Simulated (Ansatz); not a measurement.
# Work function of Nb(110): what the settings cost and change

How far do functional and pseudopotentials move the work function of Nb(110), and at what cost?

Calculated with Ansatz 0.2.0; plane-wave DFT, PBE, Ansatz PAW, in the first sound run; inputs show where later runs differ.

**Measured values to reproduce.**

“Anisotropic work function of elemental crystals” (2019, arxiv:1902.07811) quotes from earlier work for Nb (clean (110) face, a compiled value): work function (clean (110) face, a compiled value) 4.63 eV.

This is a report of a sequence of runs, with the program logs left out and the cost of each run kept.

### Step 1. The system as given

The cell holds 7 atoms: 7 Nb. Its edges and angles: a = 2.858 Å, b = 2.858 Å, c = 32.001 Å, α = 90.0°, β = 90.0°, γ = 70.5°. Vacuum lies along c.

### Step 2. Run, setting PBE, Ansatz PAW (420 eV)

A work function rests on the faint tail of the density, so the SCF threshold is tight. PBE on the default files comes first; the next runs keep the geometry and change functional or files, each at the cutoff that its files recommend; a relaxation and, for heavy metals, spin-orbit coupling close the ladder.

input.yaml reads:

```yaml
crystal:
  lattice:
    - [2.3334523779, -1.65, 0.0]
    - [2.3334523779, 1.65, 0.0]
    - [0.0, 0.0, 32.0007142675]
  atoms:
    - { symbol: Nb, position: [0.0, 0.0, 0.2812437224] }
    - { symbol: Nb, position: [0.5, 0.5, 0.3541624816] }
    - { symbol: Nb, position: [0.0, 0.0, 0.4270812408] }
    - { symbol: Nb, position: [0.5, 0.5, 0.5] }
    - { symbol: Nb, position: [0.0, 0.0, 0.5729187592] }
    - { symbol: Nb, position: [0.5, 0.5, 0.6458375184] }
    - { symbol: Nb, position: [0.0, 0.0, 0.7187562776] }
kpoints:
  mp_grid: { grid: [15, 15, 1] }
hamiltonian:
  xc: pbe
scf:
  occupations: { method: fermi_dirac, width: 0.1 }
  convergence: { dr2_threshold: 1.0e-09 }
efield:
  axis: 3
  dipole_correction: true
  ramp_position: 0.97
  ramp_width: 0.06
output:
  write_potential: true
  write_density: true
  volumetric_format: npy
  elf: true
```

Command:

```bash
$ ansatz run input.yaml --threads 2 --pin off --max-ram 3072MiB --backend cpu --events-out ev --progress --plain --runs-dir out
```

It took 2.3 min on 2 threads of Arm Neoverse N1, shared host; peak memory 1.1 GiB; 4.1 min of CPU time.

Numbers from this step:

```
energy at zero smearing   : -31863.9625 eV
work function, upper face : 4.542 eV
```

Running mean over 2.333 Å of the planar mean; the ramp of the sawtooth is left out. Table of electron's electrostatic potential energy less the Fermi level by z:

```tsv
z (Å)	electron's electrostatic potential energy less the Fermi level (eV)
4	4.54
5	4.52
6	4.35
7	2.79
8	-5.88
9	-11.0
10	-11.0
11	-10.9
12	-11.0
13	-10.9
14	-10.9
15	-10.9
16	-10.9
17	-10.9
18	-10.9
19	-10.9
20	-11.0
21	-10.9
22	-11.0
23	-11.0
24	-5.89
25	2.79
26	4.35
27	4.52
28	4.54
```

ELF in the ca plane at fractional y = 0.000, with atoms of Nb within 0.2 Å of it. It is the smooth field of the valence electrons, not physical close to the nuclei.

Ten even steps from '0' (0.00) to '9' (0.77), each cell a mean:
```
53497695355445349779535445635977951000000000
54269963354345326996335434543699721111000000
55334433553335533443355333553344322221000000
56543335653334653333565333465433334332100000
55433334553334543333465333454333333321000000
54247742454335424774245334543477421111000000
53389984354345338998435434534899941110000000
53595496355455359449535545636944961000000000
```
Columns run along c (16.0 Å, from fractional 0.38 to 0.88 of the cell), rows up along a (2.9 Å). Atoms in or near the plane, at fractional coordinates: Nb at (0.43, 0.00), Nb at (0.57, 0.00), Nb at (0.72, 0.00).

Valence density in the ca plane at fractional y = 0.000, with atoms of Nb within 0.2 Å of it. It is the smooth field of the valence electrons, not physical close to the nuclei.

Ten even steps from '0' (0.0 e/Å³) to '9' (5.0 e/Å³), each cell a mean:
```
00159962000000016996100000002699610000000000
00025531000000002552000000001355200000000000
00001100000000000110000000000011000000000000
00000000000000000000000000000000000000000000
00000000000000000000000000000000000000000000
00013310000000001331000000000133100000000000
00148851000000014884100000001588400000000000
00169972000000027997200000002799710000000000
```
Columns run along c (16.0 Å, from fractional 0.38 to 0.88 of the cell), rows up along a (2.9 Å). Atoms in or near the plane, at fractional coordinates: Nb at (0.43, 0.00), Nb at (0.57, 0.00), Nb at (0.72, 0.00).

Electrostatic potential energy in the ca plane at fractional y = 0.000, with atoms of Nb within 0.2 Å of it. With pseudopotentials it is smooth inside the atoms' cores, unlike the true potential.

Ten even steps from '0' (-72 eV) to '9' (12 eV), each cell a mean:
```
99730026999999972002799999996200379999999999
99863358999999985335899999998533689999999999
99987789999999998778999999999877899999999999
99999999999999999999999999999999999999999999
99998889999999999889999999999988899999999999
99875578999999987557899999998755789999999999
99741137999999974114799999997311479999999999
99720016899999962002699999996100278999999999
```
Columns run along c (16.0 Å, from fractional 0.38 to 0.88 of the cell; values clipped at the 3rd and 97th percentile), rows up along a (2.9 Å). Atoms in or near the plane, at fractional coordinates: Nb at (0.43, 0.00), Nb at (0.57, 0.00), Nb at (0.72, 0.00).

The work function is 4.542 eV.

### Step 3. Run

This step: plane-wave DFT, LDA, Ansatz PAW (Ansatz 0.2.0).

input.yaml: that of step 2 with these lines changed.

```diff
@@ -16,3 +16,3 @@
 hamiltonian:
-  xc: pbe
+  xc: lda
 scf:
@@ -29,2 +29 @@
   volumetric_format: npy
-  elf: true
```

Run time: 2.3 min. Hardware: 2 threads; peak memory 1 GiB; 4 min of CPU time.

The work function is 4.789 eV, +0.248 eV from the run “PBE, Ansatz PAW (420 eV)”, at 0.98 times its CPU time.

### Step 4. Run

This step: plane-wave DFT, PBEsol, Ansatz PAW (Ansatz 0.2.0).

input.yaml: that of step 3 with these lines changed.

```diff
@@ -16,3 +16,3 @@
 hamiltonian:
-  xc: lda
+  xc: pbesol
 scf:
```

The job ended after 2.2 min (2 threads; peak memory 1 GiB).

The work function is 4.640 eV, +0.098 eV from the run “PBE, Ansatz PAW (420 eV)”, at 0.95 times its CPU time.

### Step 5. Slab

This step: plane-wave DFT, RPBE, Ansatz PAW (Ansatz 0.2.0).

input.yaml: that of step 4 with these lines changed.

```diff
@@ -16,3 +16,3 @@
 hamiltonian:
-  xc: pbesol
+  xc: rpbe
 scf:
```

It took 2.3 min on 2 threads; peak memory 1.1 GiB.

The work function is 4.409 eV, -0.132 eV from the run “PBE, Ansatz PAW (420 eV)”, at 1.0 times its CPU time.

### Step 6. Slab

This step: plane-wave DFT, r2SCAN, Ansatz PAW (Ansatz 0.2.0).

input.yaml: that of step 5 with these lines changed.

```diff
@@ -16,3 +16,3 @@
 hamiltonian:
-  xc: rpbe
+  xc: r2scan
 scf:
```

It took 4.2 min on 2 threads; peak memory 1.7 GiB.

The work function is 4.622 eV, +0.080 eV from the run “PBE, Ansatz PAW (420 eV)”, at 1.8 times its CPU time.

### Step 7. Slab

This step: plane-wave DFT, PBE, JTH PAW (Ansatz 0.2.0).

input.yaml: that of step 6 with these lines changed.

```diff
@@ -16,3 +16,4 @@
 hamiltonian:
-  xc: r2scan
+  xc: pbe
+  pseudopotentials: { kind: paw, source: jth }
 scf:
```

Elapsed: 11 min, on 2 threads; peak memory 2.7 GiB; 19 min of CPU time.

The work function is 4.543 eV, +0.001 eV from the run “PBE, Ansatz PAW (420 eV)”, at 4.6 times its CPU time.

### Step 8. Run

This step: plane-wave DFT, PBE, norm-conserving (Ansatz 0.2.0).

input.yaml: that of step 7 with these lines changed.

```diff
@@ -17,3 +17,3 @@
   xc: pbe
-  pseudopotentials: { kind: paw, source: jth }
+  pseudopotentials: { kind: nc }
 scf:
```

Wall time 8.9 min (2 threads); peak memory 2.1 GiB.

The work function is 4.542 eV, +0.001 eV from the run “PBE, Ansatz PAW (420 eV)”, at 4.0 times its CPU time.

### Step 9. Run

This step: plane-wave DFT, LDA, norm-conserving (Ansatz 0.2.0).

input.yaml: that of step 8 with these lines changed.

```diff
@@ -16,3 +16,3 @@
 hamiltonian:
-  xc: pbe
+  xc: lda
   pseudopotentials: { kind: nc }
```

The job ended after 8.8 min (2 threads; peak memory 2.1 GiB).

The work function is 4.792 eV, +0.250 eV from the run “PBE, Ansatz PAW (420 eV)”, at 4.0 times its CPU time.

### Step 10. Run, setting PBE, all layers relaxed

This step: plane-wave DFT, PBE, Ansatz PAW (Ansatz 0.2.0).

input.yaml: that of step 9 with these lines changed.

```diff
@@ -16,4 +16,3 @@
 hamiltonian:
-  xc: lda
-  pseudopotentials: { kind: nc }
+  xc: pbe
 scf:
@@ -26,2 +25,5 @@
   ramp_width: 0.06
+relax:
+  f_tol: 0.01
+  max_steps: 40
 output:
```

The job ended after 4.6 min (2 threads; peak memory 0.85 GiB).

The relaxation took 3 steps and lowered the energy by 0.032 eV; the largest force on the free atoms ends at 0.0081 eV/Å.

The work function is 4.495 eV, -0.047 eV from the run “PBE, Ansatz PAW (420 eV)”, at 2.1 times its CPU time.

### Step 11. Run

This step: plane-wave DFT, PBE, fully relativistic PAW with spin-orbit coupling (Ansatz 0.2.0).

input.yaml: that of step 10 with these lines changed.

```diff
@@ -17,2 +17,3 @@
   xc: pbe
+  pseudopotentials: { kind: paw_fr }
 scf:
@@ -25,5 +26,5 @@
   ramp_width: 0.06
-relax:
-  f_tol: 0.01
-  max_steps: 40
+magnetization:
+  noncollinear: true
+  spin_orbit: true
 output:
```

The job ended after 19 min (2 threads; peak memory 2.7 GiB; 37 min of CPU time).

The work function is 4.542 eV, +0.000 eV from the run “PBE, Ansatz PAW (420 eV)”, at 9.1 times its CPU time.

### Step 12. The series together

Times are for 2 threads of Arm Neoverse N1, shared host. Results by setting:

```tsv
no.	setting	work function, upper face (eV)	time	memory (GiB)
1	PBE, Ansatz PAW (420 eV)	4.542	2.3 min	1.1
2	LDA, Ansatz PAW (420 eV)	4.789	2.3 min	1.0
3	PBEsol, Ansatz PAW (420 eV)	4.640	2.2 min	1.0
4	RPBE, Ansatz PAW (420 eV)	4.409	2.3 min	1.1
5	r2SCAN, Ansatz PAW (500 eV)	4.622	4.2 min	1.7
6	PBE, JTH PAW (1170 eV)	4.543	11 min	2.7
7	PBE, norm-conserving (1116 eV)	4.542	8.9 min	2.1
8	LDA, norm-conserving (1116 eV)	4.792	8.8 min	2.1
9	PBE, all layers relaxed	4.495	4.6 min	0.85
10	PBE with spin-orbit coupling (420 eV)	4.542	19 min	2.7
```

### Step 13. A changed input

This step: plane-wave DFT, PBE, Ansatz PAW (Ansatz 0.2.0).

An input spoilt on purpose, to show how the run answers: it repeats the earlier run “PBE, Ansatz PAW (420 eV)” with efield.axis from 3 to 1, and scf.max_iter set to 80; its output block differs too.

input.yaml: that of step 11 with these lines changed.

```diff
@@ -17,3 +17,2 @@
   xc: pbe
-  pseudopotentials: { kind: paw_fr }
 scf:
@@ -21,4 +20,5 @@
   convergence: { dr2_threshold: 1.0e-09 }
+  max_iter: 80
 efield:
-  axis: 3
+  axis: 1
   dipole_correction: true
@@ -26,5 +26,2 @@
   ramp_width: 0.06
-magnetization:
-  noncollinear: true
-  spin_orbit: true
 output:
```

Wall time 0.85 s (2 threads); peak memory 0.7 GiB.

The program refused the input before any cycle.

The program's message: “Error: efield: ion 0 (Nb) at fractional coordinate 0.0000 along the field axis lies inside the sawtooth ramp with 2 of the planes that the density is read on at each end, [0.8700, 0.1300] — the ramp m …”

The fault put into the input: the field along an axis without vacuum.

### Step 14. Outcome

| Item | Value |
| --- | --- |
| work function, PBE, Ansatz PAW (420 eV) | 4.542 eV |
| work function, LDA, Ansatz PAW (420 eV) | 4.789 eV |
| work function, RPBE, Ansatz PAW (420 eV) | 4.409 eV |
| work function, r2SCAN, Ansatz PAW (500 eV) | 4.622 eV |
| work function, LDA, norm-conserving (1116 eV) | 4.792 eV |
| work function, PBE, all layers relaxed | 4.495 eV |
| work function, PBE with spin-orbit coupling (420 eV) | 4.542 eV |

**Reading.** PBE on the default files gives 4.54 eV, and the settings tried spread the value from 4.41 to 4.79 eV. At one geometry LDA lies 0.25 eV above PBE. The choice of pseudopotentials moves the PBE value by 0.001 eV. Relaxing the layers changes it by -0.047 eV. Spin-orbit coupling, on the fully relativistic files, changes it by +0.00 eV. The ladder's slabs use the tabulated experimental lattice constant (two decimals; a low-temperature value for the alkali metals).

Computed beside measured:

| quantity | measured | PBE, Ansatz PAW (420 eV) | RPBE, Ansatz PAW (420 eV) | r2SCAN, Ansatz PAW (500 eV) | LDA, norm-conserving (1116 eV) | PBE, all layers relaxed | PBE with spin-orbit coupling (420 eV) |
| --- | --- | --- | --- | --- | --- | --- | --- |
| work function (clean (110) face, a compiled value) (eV) | 4.63 | 4.54 (-0.09 eV) | 4.41 (-0.22 eV) | 4.62 (-0.01 eV) | 4.79 (+0.16 eV) | 4.50 (-0.13 eV) | 4.54 (-0.09 eV) |

Measured values from arxiv:1902.07811 (2019).

Verdict: For the work function, of the levels listed nearest comes r2SCAN, Ansatz PAW (500 eV) (-0.01 eV, good agreement) and farthest RPBE, Ansatz PAW (420 eV) (-0.22 eV, fair agreement).

[Long decimals in the printed logs are rounded to 6 places.]

[Logs are printed without paths, hosts, clocks, repeated set-up lines and the standing remarks that a program may print on its own settings, such as how far it seeks lower states.]

[Hosts, paths, dates, database ids (printed as entryN), source tags and the programs' standing remarks are cut or masked in the printed files.]

[Maps of the electrostatic potential energy from Ansatz leave out the sawtooth potential of an applied field or a dipole correction, so their vacuum need not be flat; planar profiles and work functions include it.]
